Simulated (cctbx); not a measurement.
# What is wrong with this refinement?

Cell a = 12.8680 Å, b = 7.5590 Å, c = 7.4740 Å, α = 90.00°, β = 123.58°, γ = 90.00°; space group C2/m (no. 12).

Simulated single-crystal data (cctbx): Cu Kα, λ = 1.54184 Å, to d = 0.83 Å, 70 % of the full sphere, strongest reflection 20000 counts, noise from counting, a 4 % proportional error and a noise floor of 8 counts (s.d.); no absorption.

An anisotropic refinement with weights 1/σ² prints:

```text
Rint 0.032, 581 unique reflections to 0.83 A
cycle     R1     wR2    GooF  max shift (A)
   1  0.0813  0.2311   4.379   0.08356
   3  0.0610  0.1716   3.252   0.00028
final R1 0.0610 wR2 0.1716 GooF 3.252  parameters 55  data/parameter 10.6
atom        x        y        z      Ueq    occ   su(xyz)  su(Uiso or U11)
Bi1    0.25000  0.75000  0.50000   0.0084  1.000  0.00000  0.0009
W1     0.50000  0.00000  0.00000   0.0146  1.000  0.00000  0.0012
W2     0.50000  0.00000  0.50000   0.0120  1.000  0.00000  0.0013
Er1    0.25000  0.25000  0.00000   0.0077  1.000  0.00000  0.0013
Er2    0.00000  0.00000  0.50000   0.0130  1.000  0.00000  0.0016
Na1    0.00000  0.00000  0.00000   0.0160  1.000  0.00000  0.0126
O1     0.38001  0.80022  0.42941   0.0331  1.000  0.00335  0.0124
O2     0.16802  0.00000  0.43382   0.0317  1.000  0.00406  0.0119  NPD
O3     0.57539  0.00000  0.81461   0.0174  1.000  0.00406  0.0123
O4     0.86987  0.00000  0.13066   0.0289  1.000  0.00444  0.0178
difference map: max 14.11 min -2.04 rms 0.86
Q1    0.1272  0.3060  0.1722    8   14.33  2.04 A from W1
Q2    0.2500  0.2500  0.5000    4    3.73  0.00 A from Bi1
Q3    0.0000  0.5000  0.5000    2    3.10  0.00 A from W2
Q4    0.0000  0.5000  0.0000    2    2.99  0.00 A from W1
Q5    0.0000  0.0000  0.5000    2    2.79  0.00 A from Er2
Q6    0.2227  0.2363  0.9451    8    1.85  0.38 A from Er1
```

**Question.** Can this result stand? If not, what is the likely fault?

Mend it. The fault: an atom left out, O at (0.3727, 0.1923, 0.8277). Against the right model at the same level, R1 goes from 0.0190 to 0.0610 and GooF from 0.92 to 3.25, the top difference peak, 14.3 e/Å³, lies 2.04 Å from W1 and O2 goes non-positive-definite. Q1 is the missing atom. With scattering power missing, scale and phases suffer, so peaks may also grow on the heavy atoms.

The compound is NaEr3Bi2W2O14. The right model at the same level gives:

```text
Rint 0.032, 581 unique reflections to 0.83 A
cycle     R1     wR2    GooF  max shift (A)
   1  0.0535  0.1575   3.010   0.01845
   3  0.0190  0.0483   0.922   0.00003
final R1 0.0190 wR2 0.0483 GooF 0.922  parameters 64  data/parameter 9.1
atom        x        y        z      Ueq    occ   su(xyz)  su(Uiso or U11)
Bi1    0.25000  0.75000  0.50000   0.0104  1.000  0.00000  0.0003
W1     0.50000  0.00000  0.00000   0.0166  1.000  0.00000  0.0004
W2     0.50000  0.00000  0.50000   0.0138  1.000  0.00000  0.0004
Er1    0.25000  0.25000  0.00000   0.0097  1.000  0.00000  0.0004
Er2    0.00000  0.00000  0.50000   0.0146  1.000  0.00000  0.0005
Na1    0.00000  0.00000  0.00000   0.0230  1.000  0.00000  0.0038
O1     0.37874  0.80073  0.42587   0.0283  1.000  0.00093  0.0034
O2     0.37253  0.19228  0.82772   0.0255  1.000  0.00077  0.0025
O3     0.16828  0.00000  0.43154   0.0311  1.000  0.00133  0.0040
O4     0.57549  0.00000  0.81720   0.0184  1.000  0.00116  0.0034
O5     0.87660  0.00000  0.13428   0.0292  1.000  0.00119  0.0046
difference map: max 1.36 min -1.27 rms 0.32
Q1    0.2421  0.0000  0.7497    4    1.42  2.01 A from O3
Q2    0.0300  0.2722  0.4481    8    1.19  1.04 A from O1
Q3    0.0539  0.0000  0.4374    4    1.16  1.03 A from Er2
Q4    0.2483  0.0599  0.8891    8    1.09  1.58 A from O5
Q5    0.0167  0.1446  0.6276    8    1.08  1.39 A from Er2
Q6    0.0237  0.0000  0.2664    4    1.05  1.56 A from O3
```

The model is made up (kin elements in a known structure type, no relaxation), so it says nothing on whether the phase exists.

[Middle refinement cycles are left out of these outputs.]

[Logs are printed without paths, hosts, clocks, repeated set-up lines and the standing remarks that a program may print on its own settings, such as how far it seeks lower states.]
